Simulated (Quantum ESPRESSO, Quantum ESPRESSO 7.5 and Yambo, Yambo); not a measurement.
**SrTiO3 (Tausonite): G0W0 with Yambo, start to end**

Aim: the G0W0 gap of SrTiO3 (Tausonite) on PBE, step by step.

Program: Quantum ESPRESSO 7.5 and Yambo 5.3.0. Level of theory: PBE and many-body steps on it, plane waves. Results are calculated unless marked as measured.

**Experimental background.**

- Gap 3.77 eV: direct gap (M0 critical point); spectroscopic ellipsometry, second-derivative fit; 300 K; bulk crystal (commercial single crystal) (“Optical probe of ferroelectric order in bulk and thin film perovskite titanates”, 2013, arxiv:1309.1245).

Most raw output is cut from this account.

## 1. The starting structure

It takes space group Pm-3m (No. 221, cubic). The conventional cell has a = 3.905 Å, b = 3.905 Å, c = 3.905 Å, α = 90.00°, β = 90.00°, γ = 90.00°. Nearest to Sr lie 12 O at 2.76 Å. Ti has 6 O at 1.95 Å nearest. O has 2 Ti at 1.95 Å and 4 Sr at 2.76 Å nearest. Farther neighbours and most contacts between anions are not listed.

The cell and positions come from the Crystallography Open Database and are kept as given unless a step says otherwise.

## 2. Ground state

This step: Quantum ESPRESSO 7.5; DFT, PBE, plane waves, norm-conserving pseudopotentials.

The ground-state density comes first.

Contents of pw.in:

```
&control
  calculation = 'scf'
  prefix = 'x'
  outdir = 'o'
  pseudo_dir = 'pseudo'
/
&system
  ibrav = 0
  nat = 5
  ntyp = 3
  ecutwfc = 76.0
  nbnd = 26
  force_symmorphic = .true.
/
&electrons
  conv_thr = 1e-10
  electron_maxstep = 80
  mixing_beta = 0.5
/
ATOMIC_SPECIES
  Sr 87.62 Sr.upf
  Ti 47.867 Ti.upf
  O 15.999 O.upf
CELL_PARAMETERS angstrom
  3.9052800000 0.0000000000 0.0000000000
  0.0000000000 3.9052800000 0.0000000000
  0.0000000000 0.0000000000 3.9052800000
ATOMIC_POSITIONS crystal
  Sr 0.5000000000 0.5000000000 0.5000000000
  Ti 0.0000000000 0.0000000000 0.0000000000
  O 0.5000000000 0.0000000000 0.0000000000
  O 0.0000000000 0.5000000000 0.0000000000
  O 0.0000000000 0.0000000000 0.5000000000
K_POINTS automatic
  6 6 6 0 0 0
```

On the command line:

```bash
$ OMP_NUM_THREADS=1 mpirun -n 4 pw.x -nk 4 -in pw.in > pw.out
```

Wall time 15 s (4 MPI ranks of Intel Xeon 6975P-C (Granite Rapids), shared host); peak memory 0.35 GiB.

This step gave:

```
total energy               : -3905.9468 eV
gap                        : 1.908 eV
k of the valence top       : -0.5, -0.5, -0.5
k of the conduction bottom : 0, 0, 0
least direct gap           : 2.263 eV
```

The gap is indirect, with the least direct gap 0.36 eV higher.

## 3. Bands along the symmetry lines

Levels along a band path, at the cheap level, show where the edges lie and whether the meshes to come will hold them.

Contents of pw.in:

```
&control
  calculation = 'bands'
  prefix = 'x'
  outdir = 'o'
  pseudo_dir = 'pseudo'
/
&system
  ibrav = 0
  nat = 5
  ntyp = 3
  ecutwfc = 76.0
  nbnd = 26
  force_symmorphic = .true.
/
&electrons
  conv_thr = 1e-9
  electron_maxstep = 80
  diago_full_acc = .true.
  diago_thr_init = 5e-6
/
ATOMIC_SPECIES
  Sr 87.62 Sr.upf
  Ti 47.867 Ti.upf
  O 15.999 O.upf
CELL_PARAMETERS angstrom
  3.9052800000 0.0000000000 0.0000000000
  0.0000000000 3.9052800000 0.0000000000
  0.0000000000 0.0000000000 3.9052800000
ATOMIC_POSITIONS crystal
  Sr 0.5000000000 0.5000000000 0.5000000000
  Ti 0.0000000000 0.0000000000 0.0000000000
  O 0.5000000000 0.0000000000 0.0000000000
  O 0.0000000000 0.5000000000 0.0000000000
  O 0.0000000000 0.0000000000 0.5000000000
K_POINTS crystal
  50
  0.00000000 0.00000000 0.00000000 1
  0.00000000 0.06250000 0.00000000 1
  0.00000000 0.12500000 0.00000000 1
  0.00000000 0.18750000 0.00000000 1
  0.00000000 0.25000000 0.00000000 1
  0.00000000 0.31250000 0.00000000 1
  0.00000000 0.37500000 0.00000000 1
  0.00000000 0.43750000 0.00000000 1
  0.00000000 0.50000000 0.00000000 1
  0.06250000 0.50000000 0.00000000 1
  0.12500000 0.50000000 0.00000000 1
  0.18750000 0.50000000 0.00000000 1
  0.25000000 0.50000000 0.00000000 1
  0.31250000 0.50000000 0.00000000 1
  0.37500000 0.50000000 0.00000000 1
  0.43750000 0.50000000 0.00000000 1
  0.50000000 0.50000000 0.00000000 1
  0.43750000 0.43750000 0.00000000 1
  0.37500000 0.37500000 0.00000000 1
  0.31250000 0.31250000 0.00000000 1
  0.25000000 0.25000000 0.00000000 1
  0.18750000 0.18750000 0.00000000 1
  0.12500000 0.12500000 0.00000000 1
  0.06250000 0.06250000 0.00000000 1
  0.00000000 0.00000000 0.00000000 1
  0.06250000 0.06250000 0.06250000 1
  0.12500000 0.12500000 0.12500000 1
  0.18750000 0.18750000 0.18750000 1
  0.25000000 0.25000000 0.25000000 1
  0.31250000 0.31250000 0.31250000 1
  0.37500000 0.37500000 0.37500000 1
  0.43750000 0.43750000 0.43750000 1
  0.50000000 0.50000000 0.50000000 1
  0.43750000 0.50000000 0.43750000 1
  0.37500000 0.50000000 0.37500000 1
  0.31250000 0.50000000 0.31250000 1
  0.25000000 0.50000000 0.25000000 1
  0.18750000 0.50000000 0.18750000 1
  0.12500000 0.50000000 0.12500000 1
  0.06250000 0.50000000 0.06250000 1
  0.00000000 0.50000000 0.00000000 1
  0.50000000 0.50000000 0.50000000 1
  0.50000000 0.50000000 0.43750000 1
  0.50000000 0.50000000 0.37500000 1
  0.50000000 0.50000000 0.31250000 1
  0.50000000 0.50000000 0.25000000 1
  0.50000000 0.50000000 0.18750000 1
  0.50000000 0.50000000 0.12500000 1
  0.50000000 0.50000000 0.06250000 1
  0.50000000 0.50000000 0.00000000 1
```

Run time: 10 s. Hardware: 4 MPI ranks; peak memory 0.29 GiB.

This step gave:

| Item | Value |
| --- | --- |
| gap | 1.908 eV |
| k of the valence top | 0.5, 0.5, 0.5 |
| k of the conduction bottom | 0, 0, 0 |
| least direct gap | 2.263 eV |

The gap is 1.908 eV, as in the run before at this level.

The electronic bands at the labelled points (eV, zero at the top of the highest filled band):

```csv
point,band 17,band 18,band 19,band 20,band 21,band 22,band 23,band 24
Γ,-1.17,-0.36,-0.36,-0.36,1.91,1.91,1.91,4.39
halfway,-1.66,-1.60,-0.60,-0.60,1.99,2.96,2.96,4.40
X,-2.34,-1.96,-0.73,-0.73,2.07,3.83,3.83,4.40
halfway,-1.86,-1.45,-1.32,-0.63,3.03,3.83,3.96,5.14
M,-1.72,-1.55,-1.55,-0.09,3.84,3.84,4.30,5.37
halfway,-1.69,-1.35,-1.06,-0.73,2.92,3.06,3.34,5.02
Γ,-1.17,-0.36,-0.36,-0.36,1.91,1.91,1.91,4.39
halfway,-2.78,-0.92,-0.92,-0.62,3.40,3.45,3.45,6.54
R,-3.71,0.00,0.00,0.00,4.52,4.52,4.52,7.00
halfway,-2.71,-0.94,-0.80,-0.52,3.53,4.03,4.05,6.50
X,-2.34,-1.96,-0.73,-0.73,2.07,3.83,3.83,4.40
jump to R,-3.71,0.00,0.00,0.00,4.52,4.52,4.52,7.00
halfway,-3.15,-0.66,-0.66,-0.04,4.12,4.12,4.41,6.82
M,-1.72,-1.55,-1.55,-0.09,3.84,3.84,4.30,5.37
```

## 4. Empty states on the mesh, 4×4×4 mesh, 402 bands

The sums over transitions need many empty states on a uniform mesh; this step solves for them.

Contents of pw.in:

```
&control
  calculation = 'nscf'
  prefix = 'x'
  outdir = 'o'
  pseudo_dir = 'pseudo'
/
&system
  ibrav = 0
  nat = 5
  ntyp = 3
  ecutwfc = 76.0
  nbnd = 402
  force_symmorphic = .true.
/
&electrons
  conv_thr = 1e-9
  electron_maxstep = 80
  diago_full_acc = .true.
  diago_thr_init = 5e-6
/
ATOMIC_SPECIES
  Sr 87.62 Sr.upf
  Ti 47.867 Ti.upf
  O 15.999 O.upf
CELL_PARAMETERS angstrom
  3.9052800000 0.0000000000 0.0000000000
  0.0000000000 3.9052800000 0.0000000000
  0.0000000000 0.0000000000 3.9052800000
ATOMIC_POSITIONS crystal
  Sr 0.5000000000 0.5000000000 0.5000000000
  Ti 0.0000000000 0.0000000000 0.0000000000
  O 0.5000000000 0.0000000000 0.0000000000
  O 0.0000000000 0.5000000000 0.0000000000
  O 0.0000000000 0.0000000000 0.5000000000
K_POINTS automatic
  4 4 4 0 0 0
```

Run time: 71 s. Hardware: 4 MPI ranks; peak memory 0.93 GiB; 4.7 min of CPU time.

This step gave:

```
gap                                                           : 1.908 eV
k of the valence top                                          : -0.5, -0.5, -0.5
k of the conduction bottom                                    : 0, 0, 0
least direct gap                                              : 2.263 eV
k points computed                                             : 10
lowest point of the top converged band, above the valence top : 184.8108 eV
```

On this mesh the gap is 1.908 eV.

## 5. Conversion and set-up

This step: Yambo 5.3.0; conversion and set-up on PBE, plane waves, norm-conserving pseudopotentials.

The states are converted to the many-body program's format and the q mesh is built.

On the command line:

```bash
$ (cd o/x.save; p2y > p2y.log; mv SAVE ../..); yambo > setup.log
```

Elapsed: 3.6 s, on 1 MPI rank; peak memory 0.25 GiB.

## 6. Screening and self-energy, 4×4×4 mesh, 402 bands, screening to 272.1 eV

Now the one-shot GW correction: screening in the RPA, then the self-energy of the levels asked for.

This step: G0W0 on PBE, plane waves, norm-conserving pseudopotentials.

Contents of gw3.in:

```
HF_and_locXC
gw0
dyson
ppa
em1d
rim_cut
RandQpts= 1000000
RandGvec= 1 RL
EXXRLvcs= 76 Ry
VXCRLvcs= 304 Ry
Chimod= "HARTREE"
% BndsRnXp
 1 | 402 |
%
NGsBlkXp= 20 Ry
% LongDrXp
 1 | 1 | 1 |
%
% GbndRnge
 1 | 402 |
%
DysSolver= "n"
ExtendOut
PPAPntXp= 27.21138 eV
% QPkrange
 10 | 10 | 19 | 22 |
 1 | 1 | 19 | 22 |
%
```

On the command line:

```bash
$ OMP_NUM_THREADS=1 mpirun -n 4 yambo -F gw3.in -J gw3 -C gw3 > gw3.log
```

Wall time 40 min (4 MPI ranks); peak memory 2.9 GiB.

This step gave:

```
G0W0 gap on the points computed              : 3.445 eV
starting gap on the mesh                     : 1.908 eV
k of the valence top                         : -0.5, -0.5, -0.5
k of the conduction bottom                   : 0, 0, 0
least direct G0W0 gap on the computed points : 3.823 eV
Z at the valence top                         : 0.7606
Z at the conduction bottom                   : 0.7741
```

The gap on the mesh goes from 1.91 eV to 3.44 eV, a correction of +1.54 eV.

Limits: finite bands, cutoff and mesh; no spin-orbit coupling; coarse k mesh. v1 is the top filled band, c1 the lowest empty one. Levels before and after the correction, in eV, zero at the valence-band top of each column:

```csv
,conduction bottom,valence top
Kohn-Sham,1.91,0.00
G0W0,3.44,0.00
```

```csv
,level,energy (eV)
Kohn-Sham,Γ v2-v1,-0.355
Kohn-Sham,Γ c1-c2,1.908
Kohn-Sham,(-0.5 -0.5 -0.5) v2-v1,0.000
Kohn-Sham,(-0.5 -0.5 -0.5) c1-c2,4.517
G0W0,Γ v2-v1,-0.379
G0W0,Γ c1-c2,3.445
G0W0,(-0.5 -0.5 -0.5) v2-v1,0.000
G0W0,(-0.5 -0.5 -0.5) c1-c2,6.292
```

## 7. Where the time went

Times are wall times on the hardware named with each run, good to a factor of about two.

```csv
step,time,share,memory (GiB)
ground state,15 s,1 %,0.35
bands along the symmetry lines,10 s,0 %,0.29
empty states on the mesh,71 s,3 %,0.93
conversion and set-up,3.6 s,0 %,0.25
screening and self-energy,40 min,96 %,2.9
```

## 8. Summary of results

```yaml
pbe_gap: 1.91 eV, indirect
g0w0_gap_on_the_mesh: 3.44 eV
gw_settings: 4×4×4 mesh, 402 bands, screening to 272.1 eV, Godby-Needs plasmon pole
known_limits: not at the basis limit; no spin-orbit coupling; coarse k mesh
```

**Reading.** G0W0 moves the gap on the mesh from 1.91 eV to 3.44 eV (+1.54 eV), with Z of 0.76 and 0.77 at the edges. Only 2 of the mesh's irreducible points were corrected, so a valley elsewhere could overtake. The dearest step here is «screening and self-energy». Against experiment, by G0W0@PBE: the direct gap of 3.82 eV lies +0.05 eV from the measured 3.77 eV (direct, 300 K, 2013). An exciton line or allowed optical edge lies below the quasiparticle gap by the binding energy; a forbidden edge can push the onset above it. The calculation has static nuclei and no excitons; a measured gap holds zero-point and thermal motion, which mostly lowers it. Bands and cutoff are finite, so the gap is not at the basis limit. The miss can reach some tenths of an eV and take either sign; the mesh is an error of its own. In the G0W0 run levels were corrected at 2 k points alone, so a gap called «on the mesh» is the least over those, and an edge elsewhere would be missed. The 4×4×4 mesh is coarse for this cell, which bears on the long-range parts of exchange and screening. This is the ideal cubic cell; many perovskites, halides above all, are cubic only on average, and local tilts or off-centring can widen the gap. The many-body steps are scalar-relativistic: spin-orbit coupling is not in them.

[Paths, hosts, dates, memory and timing lines, banners, echoed tables and standing remarks are left out of the program output.]

[Logs are printed without paths, hosts, clocks, repeated set-up lines and the standing remarks that a program may print on its own settings, such as how far it seeks lower states.]

[Runs of the session that timed out or met a known fault of the program may be left out.]

[Hosts, paths, dates, database ids (printed as entryN), source tags and the programs' standing remarks are cut or masked in the printed files.]
